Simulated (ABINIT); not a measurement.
# Converging GW for SiO2 (Quartz) in ABINIT

Aim: raise bands and screening cutoff together for SiO2 (Quartz) and follow gap and time.

Program: ABINIT 10.8.3. Level of theory: PBE and many-body steps on it, plane waves. Results are calculated unless marked as measured.

**1. Starting point**

The structure is trigonal, space group P3_121 (No. 152). The conventional cell has a = 4.916 Å, b = 4.916 Å, c = 5.409 Å, α = 90.00°, β = 90.00°, γ = 120.00°. Si has 4 O at 1.61 Å nearest. Nearest to O lie 2 Si at 1.61 Å. Farther neighbours and most contacts between anions are not listed.

The cell and positions come from the Crystallography Open Database and are kept as given unless a step says otherwise.

**2. Empty states on the mesh, 3×3×2 mesh, 462 bands**

This step: ABINIT 10.8.3; DFT, PBE, plane waves, norm-conserving pseudopotentials.

The sums over transitions need many empty states on a uniform mesh; this step solves for them.

File run.abi:

```
acell 3*1.0 Angstrom
rprim 
  4.915799999986 0.000000000003 0.000000000000
  -2.457899999996 4.257207679910 0.000000000000
  0.000000000000 0.000000000000 5.409100000000
ntypat 2
znucl 14 8
natom 9
typat 1 1 1 2 2 2 2 2 2
xred 
  0.530300000000 0.000000000000 0.333333333333
  0.000000000000 0.530300000000 0.666666666667
  0.469700000000 0.469700000000 -0.000000000000
  0.146200000000 0.414200000000 0.881000000000
  0.585800000000 0.732000000000 0.214333333333
  0.268000000000 0.853800000000 0.547666666667
  0.414200000000 0.146200000000 0.119000000000
  0.732000000000 0.585800000000 0.785666666667
  0.853800000000 0.268000000000 0.452333333333
pp_dirpath "pseudos"
pseudos "Si.upf, O.upf"
ecut 36
ngkpt 3 3 2
nshiftk 1
shiftk 0 0 0
kptopt 1
chksymbreak 0
iscf -2
irdden 1
istwfk *1
nband 462
nbdbuf 42
tolwfr 1e-09
nstep 60
prtvol 0
indata_prefix "in"
outdata_prefix "out"
tmpdata_prefix "tmp"
```

The run is started by

```
$ OMP_NUM_THREADS=1 mpirun -n 4 abinit run.abi > log
```

Numbers of over 12 decimals in the logs are rounded to 6 here.

Output:

```text
.Version 10.8.3 of ABINIT. v10.8.2 released Aug 2026.

 Symmetries : space group P3_1 2 1 (#152); Bravais hP (primitive hexag.)
[... echo of the input left out ...]
== DATASET  1 ==================================================================
-   mpi_nproc: 4, omp_nthreads: 1 (-1 if OMP is not activated)

--- !DatasetInfo
iteration_state: {dtset: 1, }
dimensions: {natom: 9, nkpt: 6, mband: 462, nsppol: 1, nspinor: 1, nspden: 1, mpw: 7935, }
cutoff_energies: {ecut:  36.0, pawecutdg:  -1.0, }
[...]
4.87064    4.87877    4.87877    4.89107    4.90331    4.90331    4.92259    4.92260
   4.93653    4.94550    4.95928    4.95939    4.96051    4.98400    4.98434    5.01267
   5.02056    5.02190    5.02763    5.05368    5.05840    5.07290
 prteigrs : prtvol=0 or 1, do not print more k-points.

== END DATASET(S) ==============================================================
================================================================================

 -outvars: echo values of variables after computation  --------
            nband         462
             nkpt           6
          spgroup         152
 [... the other variables as echoed above ...]

 Calculation completed.
```

Run time: 7.5 min. Hardware: 4 MPI ranks of Arm Neoverse V2, shared host; peak memory 0.75 GiB; 30 min of CPU time.

This step gave:

- gap: 6.038 eV
- k of the valence top: 0.3333, 0.3333, 0
- k of the conduction bottom: 0, 0, 0
- least direct gap: 6.351 eV
- k points computed: 6
- lowest point of the top converged band, above the valence top: 127.2791 eV

On this mesh the gap is 6.038 eV.

The density comes from a self-consistent run that is not shown.

**3. Screening, 3×3×2 mesh, 102 bands, screening to 93.3 eV**

The RPA dielectric matrix is built and inverted for each q.

This step: RPA screening on PBE, plane waves, norm-conserving pseudopotentials.

Changes to run.abi since step 2:

```diff
@@ -27,10 +27,11 @@
 chksymbreak 0
-iscf -2
-irdden 1
 istwfk *1
-nband 462
-nbdbuf 42
-tolwfr 1e-09
-nstep 60
-prtvol 0
+occopt 1
+irdwfk 1
+optdriver 3
+nband 102
+ecuteps 3.43
+inclvkb 2
+awtr 1
+symchi 1
 indata_prefix "in"
```

Output:

```text
.Version 10.8.3 of ABINIT. v10.8.2 released Aug 2026.

 Symmetries : space group P3_1 2 1 (#152); Bravais hP (primitive hexag.)
[... echo of the input left out ...]
== DATASET  1 ==================================================================
-   mpi_nproc: 4, omp_nthreads: 1 (-1 if OMP is not activated)

--- !DatasetInfo
iteration_state: {dtset: 1, }
dimensions: {natom: 9, nkpt: 6, mband: 102, nsppol: 1, nspinor: 1, nspden: 1, mpw: 7935, }
cutoff_energies: {ecut:  36.0, pawecutdg:  -1.0, }
electrons: {nelect:   4.80000000E+01, charge:   0.00000000E+00, occopt:   1.00000000E+00, tsmear:   1.00000000E-02, }

 SCREENING: Calculation of the susceptibility and dielectric matrices

 Based on a program developped by R.W. Godby, V. Olevano, G. Onida, and L. Reining.
 Incorporated in ABINIT by V. Olevano, G.-M. Rignanese, and M. Torrent.
.Using double precision arithmetic ; gwpc =  8

[... cell and pseudopotentials left out ...]
--------------------------------------------------------------------------------

 ==== K-mesh for the wavefunctions ====
 Number of points in the irreducible wedge :     6
[... list of points left out ...]
 Together with  6 symmetry operations and time-reversal symmetry
 yields    18 points in the full Brillouin Zone.

 ==== Q-mesh for the screening function ====
 Number of points in the irreducible wedge :     6
[... list of points left out ...]
 Together with  6 symmetry operations and time-reversal symmetry
 yields    18 points in the full Brillouin Zone.

 setmesh: FFT mesh size selected  =    30x   30x   36
          total number of points  =        32400

 vcoul_init : cutoff-mode = AUXILIARY_FUNCTION
 q-points for optical limit:   1
     1)      0.000010    0.000020    0.000030

- screening: taking advantage of time-reversal symmetry
- Maximum band index for partially occupied states nbvw = 24
- Remaining bands to be divided among processors   nbcw = 78
- Number of bands treated by each node ~19

 Number of electrons calculated from density =   48.0000; Expected =   48.0000
 average of density, n =  0.062835
 r_s =    1.5604
 omega_plasma =   24.1800 [eV]

 calculating chi0 at frequencies [eV] :
  1    0.000000E+00    0.000000E+00
  2    0.000000E+00    2.417998E+01

--------------------------------------------------------------------------------
  q-point number  1        q = ( 0.000000, 0.000000, 0.000000) [r.l.u.]
--------------------------------------------------------------------------------
[... chi0 elements left out ...]
 For q-point:  0.000010 0.000020 0.000030
  dielectric constant =   2.3418
  dielectric constant without local fields =   2.5124

  Average fulfillment of the sum rule on Im[epsilon] for q-point    1 :     46.76  [%]
[... wings left out ...]
  q-point number  2        q = ( 0.333333, 0.000000, 0.000000) [r.l.u.]
--------------------------------------------------------------------------------
[... chi0 elements left out ...]
  Average fulfillment of the sum rule on Im[epsilon] for q-point    2 :     55.14  [%]

 [... 4 further q-points ...]
```

Run time: 38 s. Hardware: 4 MPI ranks; peak memory 1.2 GiB.

This step gave:

```
ε∞ with local fields, on this mesh, along the program's q direction : 2.342
the same without local fields                                       : 2.512
plasma frequency                                                    : 24.18 eV
plane waves in the screening matrix                                 : 225
```

Local fields lower ε∞ by 7 %. On a Γ-centred mesh this coarse the value itself is usually too large, while a short band sum pulls it down.

**4. 102 bands, 93.3 eV**

The self-energy is evaluated for the states that the input lists, and the levels follow from it, in one-shot runs by the linearised quasiparticle equation.

This step: G0W0 on PBE, plane waves, norm-conserving pseudopotentials.

Changes to run.abi since step 3:

```diff
@@ -30,8 +30,19 @@
 irdwfk 1
-optdriver 3
+optdriver 4
 nband 102
+gwcalctyp 0
+ecutsigx 36
+symsigma 1
+nkptgw 3
+kptgw 
+  0.3333333333 0.3333333333 0.0000000000
+  0.0000000000 0.0000000000 0.0000000000
+  0.0000000000 0.0000000000 0.5000000000
+bdgw 
+  22 26
+  23 27
+  22 26
 ecuteps 3.43
-inclvkb 2
-awtr 1
-symchi 1
+irdscr 1
+ppmodel 1
 indata_prefix "in"
```

Output:

```text
.Version 10.8.3 of ABINIT. v10.8.2 released Aug 2026.

 Symmetries : space group P3_1 2 1 (#152); Bravais hP (primitive hexag.)
[... echo of the input left out ...]
== DATASET  1 ==================================================================
-   mpi_nproc: 4, omp_nthreads: 1 (-1 if OMP is not activated)

--- !DatasetInfo
iteration_state: {dtset: 1, }
dimensions: {natom: 9, nkpt: 6, mband: 102, nsppol: 1, nspinor: 1, nspden: 1, mpw: 7935, }
cutoff_energies: {ecut:  36.0, pawecutdg:  -1.0, }
electrons: {nelect:   4.80000000E+01, charge:   0.00000000E+00, occopt:   1.00000000E+00, tsmear:   1.00000000E-02, }

 SIGMA: Calculation of the GW corrections

 Based on a program developped by R.W. Godby, V. Olevano, G. Onida, and L. Reining.
 Incorporated in ABINIT by V. Olevano, G.-M. Rignanese, and M. Torrent.
.Using double precision arithmetic ; gwpc =  8

[... cell and pseudopotentials left out ...]
--------------------------------------------------------------------------------

 ==== K-mesh for the wavefunctions ====
 Number of points in the irreducible wedge :     6
[... list of points left out ...]
 Together with  6 symmetry operations and time-reversal symmetry
 yields    18 points in the full Brillouin Zone.

 ==== Q-mesh for screening function ====
 Number of points in the irreducible wedge :     6
[... list of points left out ...]
 Together with  6 symmetry operations and time-reversal symmetry
 yields    18 points in the full Brillouin Zone.

 vcoul_init : cutoff-mode = AUXILIARY_FUNCTION
 q-points for optical limit:   1
     1)      0.000010    0.000020    0.000030
 setmesh: FFT mesh size selected  =    45x   45x   60
          total number of points  =       121500

 Number of electrons calculated from density =   48.0000; Expected =   48.0000
 average of density, n =  0.062835
 r_s =    1.5604
 omega_plasma =   24.1800 [eV]

 === KS Band Gaps ===
  >>>> For spin  1
   Minimum direct gap =   6.3514 [eV], located at k-point      :   0.0000  0.0000  0.0000
   Fundamental gap    =   6.0382 [eV], Top of valence bands at :   0.3333  0.3333  0.0000
                                       Bottom of conduction at :   0.0000  0.0000  0.0000
 SIGMA fundamental parameters:
 PLASMON POLE MODEL  1
 number of plane-waves for SigmaX                 7935
 number of plane-waves for SigmaC and W            225
 number of plane-waves for wavefunctions          7935
 number of bands                                   102
 number of independent spin polarizations            1
 number of spinorial components                      1
 number of k-points in IBZ                           6
 number of q-points in IBZ                           6
 number of symmetry operations                       6
 number of k-points in BZ                           18
 number of q-points in BZ                           18
 number of frequencies for dSigma/dE                 9
 frequency step for dSigma/dE [eV]                0.25
 number of omega for Sigma on real axis              0
 max omega for Sigma on real axis  [eV]           0.00
 zcut for avoiding poles [eV]                     0.10

 EPSILON^-1 parameters (SCR file):
 dimension of the eps^-1 matrix on file            225
 dimension of the eps^-1 matrix used               225
 number of plane-waves for wavefunctions          7935
 number of bands                                   102
 number of q-points in IBZ                           6
 number of frequencies                               2
 number of real frequencies                          1
 number of imag frequencies                          1

 matrix elements of self-energy operator (all in [eV])

 Perturbative Calculation

--- !SelfEnergy_ee
iteration_state: {dtset: 1, }
kpoint     : [   0.333,    0.333,    0.000, ]
spin       : 1
KS_gap     :    8.953
QP_gap     :   12.001
Delta_QP_KS:    3.048
data: !SigmaeeData |
     Band     E0 <VxcDFT>   SigX SigC(E0)      Z dSigC/dE  Sig(E)    E-E0       E
       22  -0.238 -19.753 -25.566   4.322   0.821  -0.217 -20.978  -1.225  -1.463
       23  -0.238 -19.753 -25.566   4.322   0.821  -0.217 -20.978  -1.225  -1.463
       24   0.197 -20.113 -25.806   4.313   0.822  -0.216 -21.248  -1.135  -0.937
       25   9.150 -12.396  -7.182  -2.997   0.863  -0.159 -10.482   1.914  11.063
       26   9.150 -12.396  -7.182  -2.997   0.863  -0.159 -10.482   1.914  11.063

--- !SelfEnergy_ee
iteration_state: {dtset: 1, }
kpoint     : [   0.000,    0.000,    0.000, ]
spin       : 1
KS_gap     :    6.351
QP_gap     :    8.921
Delta_QP_KS:    2.570
data: !SigmaeeData |
     Band     E0 <VxcDFT>   SigX SigC(E0)      Z dSigC/dE  Sig(E)    E-E0       E
       23  -0.116 -19.544 -25.286   4.255   0.823  -0.215 -20.768  -1.224  -1.340
[...]
--- !SelfEnergy_ee
iteration_state: {dtset: 1, }
kpoint     : [   0.000,    0.000,    0.500, ]
spin       : 1
KS_gap     :    8.062
QP_gap     :   10.957
Delta_QP_KS:    2.894
data: !SigmaeeData |
     Band     E0 <VxcDFT>   SigX SigC(E0)      Z dSigC/dE  Sig(E)    E-E0       E
[...]
24   0.108 -19.970 -25.710   4.317   0.822  -0.217 -21.139  -1.169  -1.061
       25   8.171 -12.281  -7.438  -2.851   0.866  -0.155 -10.556   1.725   9.896
       26   8.171 -12.281  -7.438  -2.851   0.866  -0.155 -10.556   1.725   9.896

== END DATASET(S) ==============================================================
================================================================================

 -outvars: echo values of variables after computation  --------
           etotal      0.0000000000E+00
            nband         102
             nkpt           6
          spgroup         152
 [... the other variables as echoed above ...]

 Calculation completed.
```

Wall time 8.8 s (4 MPI ranks); peak memory 0.93 GiB.

Numbers from this step:

```
G0W0 gap on the points computed              : 8.519 eV
starting gap on the mesh                     : 6.038 eV
k of the valence top                         : 0.3333, 0.3333, 0
k of the conduction bottom                   : 0, 0, 0
Z at the valence top                         : 0.822
Z at the conduction bottom                   : 0.874
least direct G0W0 gap on the computed points : 8.922 eV
```

The gap on the mesh goes from 6.04 eV to 8.52 eV, a correction of +2.48 eV.

**5. Screening, 3×3×2 mesh, 143 bands, screening to 123.5 eV**

This step: RPA screening on PBE, plane waves, norm-conserving pseudopotentials.

Changes to run.abi since step 4:

```diff
@@ -30,19 +30,8 @@
 irdwfk 1
-optdriver 4
-nband 102
-gwcalctyp 0
-ecutsigx 36
-symsigma 1
-nkptgw 3
-kptgw 
-  0.3333333333 0.3333333333 0.0000000000
-  0.0000000000 0.0000000000 0.0000000000
-  0.0000000000 0.0000000000 0.5000000000
-bdgw 
-  22 26
-  23 27
-  22 26
-ecuteps 3.43
-irdscr 1
-ppmodel 1
+optdriver 3
+nband 143
+ecuteps 4.54
+inclvkb 2
+awtr 1
+symchi 1
 indata_prefix "in"
```

Output:

```text
.Version 10.8.3 of ABINIT. v10.8.2 released Aug 2026.

 Symmetries : space group P3_1 2 1 (#152); Bravais hP (primitive hexag.)
[... echo of the input left out ...]
== DATASET  1 ==================================================================
-   mpi_nproc: 4, omp_nthreads: 1 (-1 if OMP is not activated)

--- !DatasetInfo
iteration_state: {dtset: 1, }
dimensions: {natom: 9, nkpt: 6, mband: 143, nsppol: 1, nspinor: 1, nspden: 1, mpw: 7935, }
cutoff_energies: {ecut:  36.0, pawecutdg:  -1.0, }
electrons: {nelect:   4.80000000E+01, charge:   0.00000000E+00, occopt:   1.00000000E+00, tsmear:   1.00000000E-02, }

 SCREENING: Calculation of the susceptibility and dielectric matrices

 Based on a program developped by R.W. Godby, V. Olevano, G. Onida, and L. Reining.
 Incorporated in ABINIT by V. Olevano, G.-M. Rignanese, and M. Torrent.
.Using double precision arithmetic ; gwpc =  8

[... cell and pseudopotentials left out ...]
--------------------------------------------------------------------------------

 ==== K-mesh for the wavefunctions ====
 Number of points in the irreducible wedge :     6
[... list of points left out ...]
 Together with  6 symmetry operations and time-reversal symmetry
 yields    18 points in the full Brillouin Zone.

 ==== Q-mesh for the screening function ====
 Number of points in the irreducible wedge :     6
[... list of points left out ...]
 Together with  6 symmetry operations and time-reversal symmetry
 yields    18 points in the full Brillouin Zone.

 setmesh: FFT mesh size selected  =    36x   36x   45
          total number of points  =        58320

 vcoul_init : cutoff-mode = AUXILIARY_FUNCTION
 q-points for optical limit:   1
     1)      0.000010    0.000020    0.000030

- screening: taking advantage of time-reversal symmetry
- Maximum band index for partially occupied states nbvw = 24
- Remaining bands to be divided among processors   nbcw = 119
- Number of bands treated by each node ~29

 Number of electrons calculated from density =   48.0000; Expected =   48.0000
 average of density, n =  0.062835
 r_s =    1.5604
 omega_plasma =   24.1800 [eV]

 calculating chi0 at frequencies [eV] :
  1    0.000000E+00    0.000000E+00
  2    0.000000E+00    2.417998E+01

--------------------------------------------------------------------------------
  q-point number  1        q = ( 0.000000, 0.000000, 0.000000) [r.l.u.]
--------------------------------------------------------------------------------
[... chi0 elements left out ...]
 For q-point:  0.000010 0.000020 0.000030
  dielectric constant =   2.3296
  dielectric constant without local fields =   2.5294

  Average fulfillment of the sum rule on Im[epsilon] for q-point    1 :     57.13  [%]
[... wings left out ...]
  q-point number  2        q = ( 0.333333, 0.000000, 0.000000) [r.l.u.]
--------------------------------------------------------------------------------
[... chi0 elements left out ...]
  Average fulfillment of the sum rule on Im[epsilon] for q-point    2 :     64.29  [%]

 [... 4 further q-points ...]
```

Run time: 75 s. Hardware: 4 MPI ranks; peak memory 1.9 GiB; 5 min of CPU time.

Numbers from this step:

| Property | Result |
| --- | --- |
| ε∞ with local fields, on this mesh, along the program's q direction | 2.330 |
| the same without local fields | 2.529 |
| plasma frequency | 24.18 eV |
| plane waves in the screening matrix | 363 |

(Continued in part 2 of 2.)

[Paths, hosts, dates, memory and timing lines, banners, echoed tables and standing remarks are left out of the program output.]

[Logs are printed without paths, hosts, clocks, repeated set-up lines and the standing remarks that a program may print on its own settings, such as how far it seeks lower states.]

[Runs of the session that timed out or met a known fault of the program may be left out.]

[Hosts, paths, dates, database ids (printed as entryN), source tags and the programs' standing remarks are cut or masked in the printed files.]

[G0W0 gaps are taken among the corrected bands and points alone; a level outside them can change the order at an edge.]

[Where Ansatz stands beside ABINIT at settings called matched, ABINIT's density can come from a denser mesh and the files from another edition; pairs whose starting gaps differed by over 0.03 eV were left out, so agreement reads better than it is.]
